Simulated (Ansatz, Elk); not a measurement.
# How far do independent atoms describe K2H4Ru?

Structure refinements treat a crystal as free atoms side by side. For a made-up structure of K2H4Ru (cell and positions from a PBE relaxation) the runs below show what the calculated density changes in F(hkl).

Method: DFT, PBE, all-electron APW+lo, Dirac cores, scalar-relativistic bands, static density, no spin, in Elk 11.2.3 (patched build).

This account leaves out most program logs.

The structure was built from a prototype and need not be the compound's stable phase.

## 1. Starting point

Symmetry: I4/mmm, No. 139, tetragonal system. The conventional cell has a = 6.108 Å, b = 6.108 Å, c = 7.462 Å, α = 90.00°, β = 90.00°, γ = 90.00°. Ru has 4 H at 1.73 Å nearest. Nearest to K lie 8 H at 2.89 Å. Nearest to H lie 1 Ru at 1.73 Å and 2 H at 2.45 Å and 4 K at 2.89 Å. Farther neighbours are not listed.

## 2. Ground state and structure factors

An all-electron density is needed, since X-rays see the cores too. Task 0 finds the density and task 195 Fourier-transforms it; tshift is off so that phases refer to the origin typed.

Input file elk.in:

```
tasks
  0
  195

xctype
  20

spinpol
  .false.

rgkmax
  7.0

gmaxvr
  14.0

lmaxo
  7

lmaxapw
  8

swidth
  0.002

tshift
  .false.

ramdisk
  .false.

hmaxvr
  5.5

maxscl
  120

epspot
  1e-06

sppath
  './'

avec
  -5.77104215832 5.77104215832 7.05042428211
  5.77104215832 -5.77104215832 7.05042428211
  5.77104215832 5.77104215832 -7.05042428211

atoms
  3
  'Ru.in'
  1
  0.0000000000 0.0000000000 0.0000000000   0.000000 0.000000 0.000000
  'K.in'
  2
  0.7500000000 0.2500000000 0.5000000000   0.000000 0.000000 0.000000
  0.2500000000 0.7500000000 0.5000000000   0.000000 0.000000 0.000000
  'H.in'
  4
  0.7992511243 0.7992511243 0.5985022486   0.000000 0.000000 0.000000
  0.7992511243 0.2007488757 0.0000000000   0.000000 0.000000 0.000000
  0.2007488757 0.2007488757 0.4014977514   0.000000 0.000000 0.000000
  0.2007488757 0.7992511243 0.0000000000   0.000000 0.000000 0.000000

ngridk
  5 5 5
```

On the command line:

```sh
> OMP_NUM_THREADS=4 elk
```

It took 2.8 min on 4 threads of Arm Neoverse V2, shared host; peak memory 0.48 GiB; 9.8 min of CPU time.

SFACRHO.OUT:

```text

h k l indices transformed by vhmat matrix:
   1.000000000       0.000000000       0.000000000    
   0.000000000       1.000000000       0.000000000    
   0.000000000       0.000000000       1.000000000    

      h      k      l  multipl.   |H|            Re(F)            Im(F)           |F|

      0      0      0      1   0.0000000       86.000000      0.73925719E-15   86.000000    
      0      1      0      8  0.70348445       41.729610      0.76375712E-16   41.729610    
      0      0      1      4  0.76985799       7.4675102      0.17627784E-13   7.4675102    
      1      1     -1      2  0.89117833       10.988823     -0.16105245E-13   10.988823    
     -1      1     -1      4   1.0887436       64.079297      0.15376977E-13   64.079297    
     -2      0      1      8   1.1776588       65.446232     -0.15052380E-13   65.446232    
     -1      2      0     16   1.2962457       34.396536     -0.38187856E-16   34.396536    
      0      2     -2      8   1.4069689       5.6296897     -0.35317402E-13   5.6296897    
     -1     -2      2      8   1.4433600       34.712642     -0.25458571E-16   34.712642    
      0      0     -2      4   1.5397160       59.943365      0.30387478E-13   59.943365    
      2     -1      1      8   1.6928130       30.491461      0.38187856E-16   30.491461    
     -2      2     -1      8   1.7214548       7.1615267     -0.18686591E-13   7.1615267    
      1      1     -3      8   1.7790234       8.6727853     -0.49456940E-13   8.6727853    
     -2     -2      2      2   1.7823567       56.410603     -0.27195888E-13   56.410603    
      2      1     -3     16   1.8079410       30.777339      0.25458571E-16   30.777339    
      3     -1      0     16   1.9384544       52.269977     -0.95851519E-14   52.269977    
     -2     -2      3      8   1.9415140       7.9328093      0.47587312E-13   7.9328093    
      0     -1      3     16   2.0127042       30.508029      -0.0000000       30.508029
```

Elk indexes on the primitive cell of elk.in and gives |H| = 4π sin θ/λ in inverse bohr. Below, one row stands for each form hkl of the conventional cell (m members, Friedel mates merged), F is for one primitive cell and the density is static (no thermal factor). Free-atom factors are Waasmaier and Kirfel's, and R is Σm||F|−|F'||/Σm|F|.

```
hkl   m  sin θ/λ (Å⁻¹)  abs F, DFT  neutral atoms   diff.
101   8          0.106      41.730         41.423  +0.307
110   4          0.116       7.468          7.663  -0.195
002   2          0.134      10.989         10.218  +0.771
200   4          0.164      64.079         64.886  -0.807
112   8          0.177      65.446         65.444  +0.002
211  16          0.195      34.397         34.882  -0.485
202   8          0.212       5.630          6.221  -0.592
103   8          0.217      34.713         34.658  +0.054
220   4          0.232      59.943         59.967  -0.023
301   8          0.255      30.491         31.029  -0.538
310   8          0.259       7.162          7.522  -0.360
222   8          0.268       8.673          8.693  -0.020
004   2          0.268      56.411         56.230  +0.181
213  16          0.272      30.777         30.933  -0.155
312  16          0.291      52.270         52.379  -0.109
114   8          0.292       7.933          8.004  -0.071
321  16          0.303      30.508         30.388  +0.120
204   8          0.314      49.662         49.784  -0.122
```

## 3. The highest occupied states alone

An energy window below the Fermi level keeps the highest occupied states, to see at which angles they scatter; shallow core shells can lie inside it and anion s states outside. No new self-consistency is needed.

Changes to elk.in since step 2:

```diff
@@ -1,3 +1,2 @@
 tasks
-  0
   195
@@ -40,2 +39,5 @@
 
+wsfac
+  -0.410660 0.330340
+
 sppath
```

On the command line:

```sh
> OMP_NUM_THREADS=4 elk
```

Run time: 13 s. Hardware: 4 threads; peak memory 0.19 GiB; 14 s of CPU time.

States within 12 eV below the Fermi level hold 14.00 electrons; any levels below the window count with the cores. Their amplitudes can exceed the total, where window and core parts have opposite phase:

```
hkl  sin θ/λ (Å⁻¹)  abs F, window  abs F, all
101          0.106          6.873      41.730
110          0.116          5.299       7.468
002          0.134          8.219      10.989
200          0.164          1.026      64.079
112          0.177          3.597      65.446
211          0.195          1.947      34.397
202          0.212          0.446       5.630
103          0.217          2.971      34.713
220          0.232          3.134      59.943
301          0.255          0.015      30.491
```

## 4. Another functional

The difference from free atoms is small, so it is set against the change that LDA (Perdew-Wang) makes.

Changes to elk.in since step 3:

```diff
@@ -1,2 +1,3 @@
 tasks
+  0
   195
@@ -4,3 +5,3 @@
 xctype
-  20
+  3
 
@@ -39,5 +40,2 @@
 
-wsfac
-  -0.410660 0.330340
-
 sppath
```

On the command line:

```sh
> OMP_NUM_THREADS=4 elk
```

Run time: 89 s. Hardware: 4 threads; peak memory 0.49 GiB.

Against the first run R = 0.09 %; the largest change is -0.111 at 002.

## 5. Basis size

A smaller basis shows how fast F responds to it; the change is likely larger than the basis error of the first run, but doesn't show convergence.

Changes to elk.in since step 4:

```diff
@@ -5,3 +5,3 @@
 xctype
-  3
+  20
 
@@ -11,3 +11,3 @@
 rgkmax
-  7.0
+  5.5
```

On the command line:

```sh
> OMP_NUM_THREADS=4 elk
```

Run time: 78 s. Hardware: 4 threads; peak memory 0.24 GiB.

Against the first run R = 0.03 %; the largest change is +0.019 at 307.

## 6. Settings against the effect

```
              run  R against the first run (%)  R against neutral atoms, low angle (%)  wall time
    PBE, rgkmax 7                         0.00                                    0.81    2.8 min
LDA (Perdew-Wang)                         0.09                                    0.77       89 s
       rgkmax 5.5                         0.03                                    0.82       78 s
```

## 7. What came out

```
R against neutral atoms, sin θ/λ < 0.3 Å⁻¹ : 0.81 %
R against neutral atoms, 0.3 to 0.71 Å⁻¹   : 0.35 %
```

In words: Independent neutral atoms miss the calculated amplitudes by R = 0.81 % below 0.3 Å⁻¹ and 0.35 % from there to 0.71 Å⁻¹; by shells, 1.24 % below 0.15 Å⁻¹ (3 forms), 0.76 % 0.15 to 0.3 (13 forms), 0.39 % 0.3 to 0.45 (28 forms), 0.33 % above 0.45 (105 forms). Bonding, aspherical density and the tables' own atoms all enter these figures, and the runs don't part them. The largest change of an amplitude is -0.81 electrons, at 200. The window's part falls from 14.0 electrons at the origin to at most 0.55 between 0.45 and 0.71 Å⁻¹. Below 0.3 Å⁻¹ the changes that finished (LDA (Perdew-Wang) and rgkmax 5.5) move F by R = 0.12 % at most, against the 0.81 % that separates it from free atoms. The k-mesh has no finished test. These runs have no spin, though d or f shells may be open. Part of the difference isn't bonding: the tables are fits to free atoms and ions calculated by other methods than this functional. Thermal motion, anomalous dispersion and extinction are left out.

[Logs are printed without paths, hosts, clocks, repeated set-up lines and the standing remarks that a program may print on its own settings, such as how far it seeks lower states.]

[Hosts, paths, dates, database ids (printed as entryN), source tags and the programs' standing remarks are cut or masked in the printed files.]
